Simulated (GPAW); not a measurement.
## SiO2 (P4_2/mnm): refractive index against wavelength

The refractive index of SiO2 (P4_2/mnm) along x below the direct gap (5.64 eV on the mesh) is read from one computed spectrum, n = √(Re ε). x, y and z are the Cartesian axes of the input cell.

It takes space group P4_2/mnm (No. 136, tetragonal). The conventional cell has a = 4.177 Å, b = 4.177 Å, c = 2.665 Å, α = 90.00°, β = 90.00°, γ = 90.00°. Si on site a has 6 O at 1.76 to 1.81 Å as nearest neighbours. O on site f is surrounded by 3 Si at 1.76 to 1.81 Å.

Method: GPAW 26.7.0, PBE, RPA, k-mesh 7×7×11, local fields up to 50 eV, Lorentzian half width 0.15 eV.

Launch of the response step: `OMP_NUM_THREADS=1 python df.py`. The run took 2.4 min, its band step included, on 1 thread of Arm Neoverse V1 (shared host).

| wavelength (nm) | photon energy E (eV) | n |
| --- | --- | --- |
| 700 | 1.771 | 1.8024 |
| 633 | 1.959 | 1.8050 |
| 532 | 2.331 | ? |
| 450 | 2.755 | 1.8194 |
| 405 | 3.061 | 1.8266 |
| 365 | 3.397 | 1.8356 |
| 308 | 4.025 | 1.8563 |

In the single-oscillator model n² − 1 = E₀E_d/(E₀² − E²), so 1/(n² − 1) = E₀/E_d − E²/(E₀E_d) is linear in E².

Working, on the rows shown:

| x = E² (eV²) | y = 1/(n² − 1) |
| --- | --- |
| 3.13716 | 0.444712 |
| 3.83641 | 0.442865 |
| 7.59115 | 0.43286 |
| 9.37179 | 0.427997 |
| 11.5384 | 0.422043 |
| 16.2043 | 0.408856 |

Means: x̄ = 8.6132, ȳ = 0.42989. Σ(x − x̄)(y − ȳ) = -0.3302, Σ(x − x̄)² = 120.6. Slope = -0.3302 / 120.6 = -0.002738; intercept = ȳ − slope · x̄ = 0.45347. Turned back into n, the line misses the rows shown by at most 0.0004.

Problem. What does the fit predict for the withheld row, and how well does it do?

Solution. At x = 5.4314 the line gives y = 0.4386, that is 1.8111. The run gave 1.8110, so the interpolation is off by 7.0e-05, 0.1 % of the range in the table.

Refitted with all rows, the slope is -0.002739 and the intercept 0.45349. These give E₀ = √(intercept/−slope) = 12.87 eV and E_d = E₀/intercept = 28.4 eV; E₀ is 2.3 times the direct gap. The electronic limit at long wavelengths, without lattice vibrations, is n = √(1 + 1/intercept) = 1.790. Excitons are left out; PBE gaps are as a rule too small. The values come from a sum over the points of one k-mesh and carry its error, which grows as the direct gap shrinks. This version of GPAW has incomplete matrix elements in the optical limit, which can lower ε − 1 by up to a tenth where first-row anions or d states rule.
